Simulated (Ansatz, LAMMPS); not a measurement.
# Amorphous 62SiO2-38GeO2 (mol %) (96 atoms): geometry optimisation, part 4 of 4

How does amorphous 62SiO2-38GeO2 (mol %) (96 atoms) relax, and what do bonds, charges and levels look like afterwards?

Ansatz 0.2.0; Kohn-Sham DFT, PBE, PAW (set soft_2), plane waves.

The cell: 20 Si, 12 Ge and 64 O. The quench rate of 50 K/ps is many orders above laboratory rates. The network of bonds at the start is that of the classical potential that made the cell. The Brillouin zone is sampled at Γ only, in a cell whose shortest periodic width is 11 Å.

So far. Step 4 (Cell and atoms relaxed): The relaxation changed the energy by -77.3 meV/atom, and atoms moved by 0.32 Å r.m.s., 0.81 Å at most.

## 7. Functional HSE06

HSE06 mixes in a quarter of exact exchange at short range, which counters self-interaction, at a higher cost.

This step: Kohn-Sham DFT, HSE06, PAW (set soft_2), plane waves (Ansatz 0.2.0).

input.yaml reads:

```yaml
crystal:
  lattice:
    - [11.71844, 0.16777, -0.37536]
    - [0.16777, 10.96694, 0.14783]
    - [-0.37536, 0.14783, 10.92039]
  atoms:
    [... the 96 atom lines of step 6 ...]
kpoints:
  mp_grid: { grid: [1, 1, 1] }
hamiltonian:
  xc: hse06
scf:
  occupations: { method: fermi_dirac, width: 0.025 }
output:
  forces: true
  stress: true
  populations: true
  dos:
    method: { smearing: { sigma: 0.08 } }
    de: 0.05
    projected: { site_lists: { Ge: [Ge], O: [O], Si: [Si] } }
  eigenvalues: true
```

Command:

```sh
> ansatz run input.yaml --threads 4 --pin off --max-ram 8192MiB --backend cpu --events-out ev --progress --plain --runs-dir out
```

Numbers of over 12 decimals in the logs are rounded to 6 here.

Output:

```text
Warning: output.stress: scf.convergence.dr2_threshold = 1e-7 eV (the SCF's general default) is looser than the 1.6e-9 eV advised for a printed stress (1e-10 eV for each atom of the cell: 96, of which 16 are counted). What an SCF threshold leaves in a stress goes as its square root, and in the free energy as the threshold itself, and one threshold admits the most on a small cell: [...]
Warning: output.stress: scf.exx.energy_threshold = 1e-6 eV is looser than the 1.6e-7 eV advised for a stress under a hybrid functional (1e-8 eV for each atom of the cell: 96, of which 16 are counted). Every SCF of the exchange loop can meet its threshold on dr2 while the loop round them stops early: [...]
exact exchange: scf.exx.singularity resolves to wigner_seitz, which cuts the screened interaction at the faces of the exchange supercell's Wigner-Seitz cell, so that each pair interacts once, at the shortest of its separations (the periodic images that this leaves out come, [...]
[...]
Crystal: 96 atoms, lattice volume = 1401.311 Å³
Basis set: ecut = 420 eV, 27417 PW (Γ), exchange–correlation on 160×150×150 points (8 copies of the dense FFT grid, shifted against one another)
Bands: 412, of which v1, the nominal top of the filled ones, is band 316 counted from 1 (315 counted from 0)
Symmetry: 1 space group operations
[...]
k-points: 1
[...]
SCF iter   1: F=—  HF=-100629.617840 eV  |F-HF|=—  |Δ(HF+E_count)|=         —  Δρ=2.36e-3  dr2=1.31e-1  ethr=1.77e-3  ⟨swp⟩=15.0  Hψ=2261  notcnv=0
[...]
SCF iter   5: F=-100629.622460 eV  HF=-100629.622462 eV  |F-HF|=2.50e-6  |Δ(HF+E_count)|=   2.78e-4  Δρ=1.22e-4  dr2=1.30e-4  ethr=1.98e-7  ⟨swp⟩=5.0  Hψ=838  notcnv=0  defer=1
SCF 1 stopped early in 5 iterations: F = -100629.622460 eV  dr2 = 1.30e-4
[...]
Exchange kernel: α = 0.2500, screened, ω = 0.2079 Å⁻¹, Wigner–Seitz truncation, v(0) = 954.4841 eV·Å³, q-mesh 1×1×1, nearest image of the exchange supercell L = 10.93 Å, pair-density grid 60×54×54, without the augmentation charges, whose exchange is taken in its separable form (sized by the pseudopotential files, [...]
Frozen-core exchange: fock
SCF iter   1: F=—  HF=-100642.211011 eV  |F-HF|=—  |Δ(HF+E_count)|=         —  Δρ=8.80e-3  dr2=6.89e-1  ethr=2.06e-7  ⟨swp⟩=16.0  Hψ=2458  notcnv=0
[...]
SCF iter   6: F=—  HF=-100642.152699 eV  |F-HF|=—  |Δ(HF+E_count)|=   4.54e-4  Δρ=8.78e-5  dr2=1.50e-4  ethr=1.54e-8  ⟨swp⟩=3.0  Hψ=1719  notcnv=0
SCF iter   7: F=-100642.152667 eV  HF=-100642.152670 eV  |F-HF|=3.52e-6  |Δ(HF+E_count)|=   2.88e-5  Δρ=2.56e-5  dr2=5.79e-5  ethr=1.54e-8  ⟨swp⟩=4.0  Hψ=807  notcnv=0
SCF 2 stopped early in 7 iterations: F = -100642.152667 eV  dr2 = 5.79e-5
  Residual-converged pass: ⟨swp⟩=4.0  Hψ=1129  notcnv=0  max |occ|·‖R‖ = 5.4e-6 eV (tolerance 6.7e-6 eV)  dr2=5.81e-5  dr2_onsite=5.44e-7  max |Δocc| = 0.0e0
hybrid outer 1: dexx = +2.706e-1 eV, tail = 7.20e-4 eV
[...]
Frozen-core exchange: fock
SCF iter   1: F=—  HF=-100642.152514 eV  |F-HF|=—  |Δ(HF+E_count)|=         —  Δρ=7.51e-5  dr2=7.25e-5  ethr=5.70e-7  ⟨swp⟩=14.0  Hψ=1070  notcnv=0
[...]
SCF iter   6: F=—  HF=-100642.152512 eV  |F-HF|=—  |Δ(HF+E_count)|=   8.99e-9  Δρ=1.05e-6  dr2=1.57e-8  ethr=8.31e-12  ⟨swp⟩=5.0  Hψ=974  notcnv=0  defer=10
SCF iter   7: F=-100642.152512 eV  HF=-100642.152512 eV  |F-HF|=4.22e-10  |Δ(HF+E_count)|=   3.84e-9  Δρ=2.59e-7  dr2=7.35e-10  ethr=2.40e-12 (applied; sched 2.18e-12)  ⟨swp⟩=5.0  Hψ=769  notcnv=0  defer=4
SCF 3 converged in 7 iterations: F = -100642.152512 eV  dr2 = 7.35e-10
[...]
hybrid outer 2: dexx = +5.638e-6 eV, tail = 6.10e-8 eV, Δε = 3.09e-3 eV (about 4.27e-5 eV left of the loop's levels), ΔF = 1.12e-2 eV/Å (tail 7.43e-4)
hybrid SCF converged: 2 outer / 14 inner (+5 warm-up), last move |dexx| = 5.64e-6 eV, tail = 6.10e-8 eV
Stability not checked: this state was not tested for a lower state beside it, because the functional holds exact exchange (a hybrid, or Hartree-Fock), whose exchange loop this test does not read (fock_operator; see scf.lower_state_search)
Free energy (F): -100642.152512 eV
Frozen-core exchange: fock
[...]
Internal energy: -100642.152512 eV  (E = F + TS)
E sigma→0 (E₀):  -100642.152512 eV
Fermi energy:    3.720580 eV
[...]
Σ components = -100642.152512   (vs F -100642.152512, Δ=0.00e0)
--- Forces (eV/Å), atoms counted from 1 ---
  atom   1  Si     0.03141513    -0.02288759    -0.00892077
  atom   2  Si     0.01946614    -0.08958399     0.04814813
  atom   3  Si     0.04431654     0.04430894    -0.11961679
  atom   4  Si     0.08576055    -0.02165721     0.09456107
[...]
atom  96  O      0.41367406    -0.27046795     0.46358220
  max |Σ_I F_I| component: 1.80e-4 eV/Å
--- Stress (GPa, compression-positive) ---
       -5.415816       0.040365      -0.109952
        0.040368      -5.417433       0.106800
       -0.109950       0.106801      -5.484989
  P = ⅓ Tr σ = -5.4394 GPa (-54.394 kbar)
--- Band table (eV) ---
[...]
--- Löwdin populations: 96 sites ---
  site symbol       q [e]
     0     Si      2.1753
     1     Si      2.1616
     2     Si      2.1398
[...]
95      O      6.7949
  spilling = 0.009760 (of n_electrons = 632.000000)
```

The job ended after 5.4 min (4 threads of Arm Neoverse V2, shared host; peak memory 4.7 GiB).

The program notes that the exchange threshold is loose for the stress and the SCF threshold is loose for the stress.

Geometry and reference: those of the single point at the relaxed geometry.

Forces differ from those of the single point at the relaxed geometry by 237 meV/Å r.m.s.; the pressure by -5.4 GPa and the gap by +1.8 eV. It took 5.4 min and 19 cycles; the reference's time can't be set against it, since the two runs asked for unlike analyses.

The run gave:

```
free energy                                      : -100642.1525 eV
free energy per atom                             : -1048.3558 eV/atom
SCF cycles                                       : 19
pressure                                         : -5.439 GPa
r.m.s. force component                           : 0.2375 eV/Å
longest force                                    : 0.8389 eV/Å
Fermi energy                                     : 3.721 eV
gap (highest filled to lowest empty level) : 4.434 eV
spilling of the projection                       : 0.00976
```

Length of the force by element and coordination:

| element | coordination | atoms | mean length of the force (eV/Å) | spread | least | most |
| --- | --- | --- | --- | --- | --- | --- |
| Ge | all | 12 | 0.160 | 0.0596 | 0.0897 | 0.288 |
| Ge | 4 | 11 | 0.165 | 0.0596 | 0.0897 | 0.288 |
| Ge | 5 | 1 | 0.102 | 0 | 0.102 | 0.102 |
| O | all | 64 | 0.471 | 0.153 | 0.0904 | 0.839 |
| O | 2 | 63 | 0.474 | 0.153 | 0.0904 | 0.839 |
| O | 3 | 1 | 0.314 | 0 | 0.314 | 0.314 |
| Si | all | 20 | 0.0849 | 0.0391 | 0.0068 | 0.141 |

Löwdin charges by element and coordination (they lack the spilled electrons, 0.064 e an atom on average):

| element | coordination | atoms | mean charge (e) | spread | least | most |
| --- | --- | --- | --- | --- | --- | --- |
| Ge | all | 12 | 1.70 | 0.0229 | 1.67 | 1.74 |
| Ge | 4 | 11 | 1.70 | 0.0213 | 1.68 | 1.74 |
| Ge | 5 | 1 | 1.67 | 0 | 1.67 | 1.67 |
| O | all | 64 | -0.796 | 0.0208 | -0.827 | -0.731 |
| O | 2 | 63 | -0.797 | 0.0193 | -0.827 | -0.74 |
| O | 3 | 1 | -0.731 | 0 | -0.731 | -0.731 |
| Si | all | 20 | 1.84 | 0.0155 | 1.80 | 1.86 |

Charge against the make-up of the first shell:

| Ge neighbours of O | atoms | mean charge (e) |
| --- | --- | --- |
| 0 | 27 | -0.813 |
| 1 | 25 | -0.793 |
| 2 | 12 | -0.765 |

Density of states as counts of states in windows of 1 eV (from the Fermi level), total and the larger projections:

| from (eV) | to (eV) | total | O p | Si p |
| --- | --- | --- | --- | --- |
| -10 | -9 | 18.7 | 13.1 | 1.7 |
| -9 | -8 | 39.6 | 29.9 | 5.1 |
| -8 | -7 | 28.1 | 21.6 | 2.7 |
| -7 | -6 | 35.6 | 29.2 | 2.3 |
| -6 | -5 | 60.9 | 54.3 | 2.1 |
| -5 | -4 | 84.0 | 79.0 | 1.4 |
| -4 | -3 | 69.0 | 66.7 | 0.5 |
| -3 | -2 | 9.6 | 9.3 | 0.1 |
| -2 | 2 | 0.0 | 0.0 | 0.0 |
| 2 | 3 | 2.3 | 0.4 | 0.1 |
| 3 | 4 | 5.7 | 1.3 | 0.2 |
| 4 | 5 | 9.8 | 2.1 | 0.6 |

Between -26 and -10 eV lie 167 more states.

The stored curve holds about 512 of the 632 electrons; the rest, give or take the few that broadening carries across the Fermi level, lie in deeper levels below its range.

The levels nearest the highest filled one (over half full), pooled over k-points and spins:

| level less the highest filled one (eV) | occupation |
| --- | --- |
| -0.804 | 2 |
| -0.793 | 2 |
| -0.585 | 2 |
| -0.323 | 2 |
| -0.262 | 2 |
| 0 | 2 |
| 4.43 | 0 |
| 5.28 | 0 |
| 5.48 | 0 |
| 5.78 | 0 |
| 6.35 | 0 |
| 6.69 | 0 |

## 8. Functional r2SCAN (500 eV)

The meta-GGA r2SCAN uses the kinetic energy density as well as the density and its gradient. Besides, the cutoff goes from 420 to 500 eV.

This step: Kohn-Sham DFT, r2SCAN, PAW (set soft_2), plane waves (Ansatz 0.2.0).

input.yaml: that of step 7 with these lines changed.

```diff
@@ -10,3 +10,3 @@
 hamiltonian:
-  xc: hse06
+  xc: r2scan
 scf:
```

Output:

```text
[...]
Crystal: 96 atoms, lattice volume = 1401.311 Å³
Basis set: ecut = 500 eV, 35533 PW (Γ), exchange–correlation on 360×320×320 points (64 copies of the dense FFT grid, shifted against one another)
Bands: 412, of which v1, the nominal top of the filled ones, is band 316 counted from 1 (315 counted from 0)
Symmetry: 1 space group operations
[...]
k-points: 1
[...]
SCF iter   1: F=—  HF=-100872.123449 eV  |F-HF|=—  |Δ(HF+E_count)|=         —  Δρ=8.10e-3  dr2=8.55e-1  dr2_τ=6.71e0  ethr=1.77e-3  ⟨swp⟩=5.0  Hψ=1596  notcnv=0  defer=82
[...]
SCF iter   9: F=—  HF=-100874.052541 eV  |F-HF|=—  |Δ(HF+E_count)|=   2.14e-6  Δρ=4.76e-6  dr2=3.35e-7  dr2_τ=2.91e-8  ethr=2.57e-10  ⟨swp⟩=3.0  Hψ=587  notcnv=0  defer=92
SCF iter  10: F=-100874.052541 eV  HF=-100874.052541 eV  |F-HF|=1.12e-7  |Δ(HF+E_count)|=   2.90e-7  Δρ=1.33e-6  dr2=3.39e-8  dr2_τ=2.39e-9  ethr=1.58e-11  ⟨swp⟩=13.0  Hψ=2311  notcnv=0
SCF 1 converged in 10 iterations: F = -100874.052541 eV  dr2 = 3.39e-8
[...]
SCF converged after 10 iterations
Free energy (F): -100874.052541 eV
[...]
Internal energy: -100874.052541 eV  (E = F + TS)
E sigma→0 (E₀):  -100874.052541 eV
Fermi energy:    3.974587 eV
[...]
Σ components = -100874.052541   (vs F -100874.052541, Δ=0.00e0)
--- Forces (eV/Å), atoms counted from 1 ---
  atom   1  Si     0.02934024    -0.03348146    -0.00046010
  atom   2  Si     0.02247091    -0.07950457     0.02110460
  atom   3  Si     0.03166136     0.02422993    -0.13169156
  atom   4  Si     0.06213615    -0.00960437     0.05906326
[...]
atom  96  O      0.32466762    -0.20063149     0.37215384
  max |Σ_I F_I| component: 1.17e-4 eV/Å
--- Stress (GPa, compression-positive) ---
       -5.259372       0.054056      -0.088148
        0.054056      -5.272248       0.099225
       -0.088151       0.099227      -5.334328
  P = ⅓ Tr σ = -5.2886 GPa (-52.886 kbar)
--- Band table (eV) ---
[...]
--- Löwdin populations: 96 sites ---
  site symbol       q [e]
     0     Si      2.1697
     1     Si      2.1574
     2     Si      2.1358
[...]
95      O      6.7936
  spilling = 0.009610 (of n_electrons = 632.000000)
```

Run time: 53 s. Hardware: 4 threads; peak memory 3.8 GiB; 3.4 min of CPU time.

Geometry and reference: those of the single point at the relaxed geometry.

Forces differ from those of the single point at the relaxed geometry by 190 meV/Å r.m.s.; the pressure by -5.3 GPa and the gap by +0.59 eV. It took 53 s and 10 cycles; the reference's time can't be set against it, since the two runs asked for unlike analyses.

## 9. Functional PBEsol

PBEsol restores the gradient expansion of exchange for slowly varying densities and usually gives shorter bonds in solids than PBE.

This step: Kohn-Sham DFT, PBEsol, PAW (set soft_2), plane waves (Ansatz 0.2.0).

input.yaml: that of step 8 with these lines changed.

```diff
@@ -10,3 +10,3 @@
 hamiltonian:
-  xc: r2scan
+  xc: pbesol
 scf:
```

Output:

```text
[...]
Crystal: 96 atoms, lattice volume = 1401.311 Å³
Basis set: ecut = 420 eV, 27417 PW (Γ), exchange–correlation on 160×150×150 points (8 copies of the dense FFT grid, shifted against one another)
Bands: 412, of which v1, the nominal top of the filled ones, is band 316 counted from 1 (315 counted from 0)
Symmetry: 1 space group operations
[...]
k-points: 1
[...]
SCF iter   1: F=—  HF=-99425.191513 eV  |F-HF|=—  |Δ(HF+E_count)|=         —  Δρ=1.18e-2  dr2=1.57e0  ethr=1.77e-3  ⟨swp⟩=5.0  Hψ=1601  notcnv=0  defer=84
[...]
SCF iter   9: F=—  HF=-99424.754518 eV  |F-HF|=—  |Δ(HF+E_count)|=   8.08e-7  Δρ=4.08e-6  dr2=2.28e-7  ethr=2.93e-10  ⟨swp⟩=2.0  Hψ=636  notcnv=0  defer=92
SCF iter  10: F=-99424.754518 eV  HF=-99424.754518 eV  |F-HF|=1.78e-8  |Δ(HF+E_count)|=   1.64e-7  Δρ=2.25e-6  dr2=6.58e-8  ethr=1.58e-11  ⟨swp⟩=13.0  Hψ=2278  notcnv=0
SCF 1 converged in 10 iterations: F = -99424.754518 eV  dr2 = 6.58e-8
[...]
SCF converged after 10 iterations
Free energy (F): -99424.754518 eV
[...]
Internal energy: -99424.754518 eV  (E = F + TS)
E sigma→0 (E₀):  -99424.754518 eV
Fermi energy:    3.978797 eV
[...]
Σ components = -99424.754518   (vs F -99424.754518, Δ=0.00e0)
--- Forces (eV/Å), atoms counted from 1 ---
  atom   1  Si    -0.00313276    -0.06623746     0.02753549
  atom   2  Si     0.02473756     0.01351379     0.01388089
  atom   3  Si    -0.03794713    -0.02936068    -0.02833153
  atom   4  Si     0.02421601    -0.03425097     0.00749727
[...]
atom  96  O      0.14215270    -0.00576925     0.16410115
  max |Σ_I F_I| component: 7.95e-5 eV/Å
--- Stress (GPa, compression-positive) ---
       -2.980781       0.030753      -0.000392
        0.030754      -3.015706       0.045581
       -0.000392       0.045581      -3.008628
  P = ⅓ Tr σ = -3.0017 GPa (-30.017 kbar)
--- Band table (eV) ---
[...]
--- Löwdin populations: 96 sites ---
  site symbol       q [e]
     0     Si      2.2627
     1     Si      2.2503
     2     Si      2.2314
[...]
95      O      6.7443
  spilling = 0.009707 (of n_electrons = 632.000000)
```

It took 21 s on 4 threads; peak memory 1.9 GiB.

Geometry and reference: those of the single point at the relaxed geometry.

Forces differ from those of the single point at the relaxed geometry by 86 meV/Å r.m.s.; the pressure by -3.0 GPa and the gap by -0.049 eV.

## 10. The ladder side by side

Each row is set against the single point at the relaxed geometry (Kohn-Sham DFT, PBE, PAW (set soft_2), plane waves; r.m.s. force component 0.00612 eV/Å). Times are for 4 threads of Arm Neoverse V2, shared host. The reference's time includes grids, which some other runs skip.

| run | Δ force, r.m.s. (meV/Å) | Δ pressure (GPa) | Δ gap (eV) | cycles | time | host memory (GiB) |
| --- | --- | --- | --- | --- | --- | --- |
| reference | - | - | - | 10 | 23 s | 1.9 |
| functional HSE06 | 237 | -5.43 | 1.83 | 19 | 5.4 min | 4.7 |
| functional r2SCAN (500 eV) | 190 | -5.28 | 0.594 | 10 | 53 s | 3.8 |
| functional PBEsol | 85.9 | -2.99 | -0.049 | 10 | 21 s | 1.9 |

## 11. Summary of results

| Item | Value |
| --- | --- |
| energy change in the relaxation | -77.32 meV/atom |
| r.m.s. displacement | 0.321 Å |
| largest displacement | 0.813 Å |
| free energy per atom | -1048.2244 eV/atom |
| pressure | -0.01335 GPa |
| r.m.s. force component | 0.00612 eV/Å |
| gap (highest filled to lowest empty level) | 2.605 eV |
| wall time of the 6 DFT runs | 13 min |

What this shows: Relaxation lowers the energy by 77.3 meV/atom and moves atoms by 0.32 Å r.m.s.; the r.m.s. force component goes from 0.72 to 0.0061 eV/Å. Displacements are taken in the final cell, so they leave out its strain. By the final cutoffs no bond was broken or made. The cell shrank by 5.2 % in volume. From the first step to the last the energy fell by 7.423 eV, across changes of basis, and the largest move was 0.81 Å (O69). The O-Ge bonds change most in mean length: from 1.749 Å (spread 0.057) to 1.782 Å (spread 0.050). Counting bonds as in the table, 92 % of Ge atoms have 4, 98 % of O atoms have 2 and all Si atoms have 4 bonded neighbours. 98 % of the oxygens bridge two formers (Si and Ge) and 0 % are non-bridging; 2 % join three. Between filled and empty levels lie 2.61 eV (at Γ alone); a semilocal functional tends to put such gaps too low. In a disordered cell it changes from sample to sample, and tail or defect levels can set it.

Among the changes of functional, dispersion, potentials or spin set against this reference, functional HSE06 moves the forces most, by 237 meV/Å r.m.s. The gap changes by +1.83 eV with HSE06.

Caveats: The starting topology of bonds comes from the classical model; DFT moved the atoms only locally, and no bond changed.

[Logs are printed without paths, hosts, clocks, repeated set-up lines and the standing remarks that a program may print on its own settings, such as how far it seeks lower states.]

[Hosts, paths, dates, database ids (printed as entryN), source tags and the programs' standing remarks are cut or masked in the printed files.]
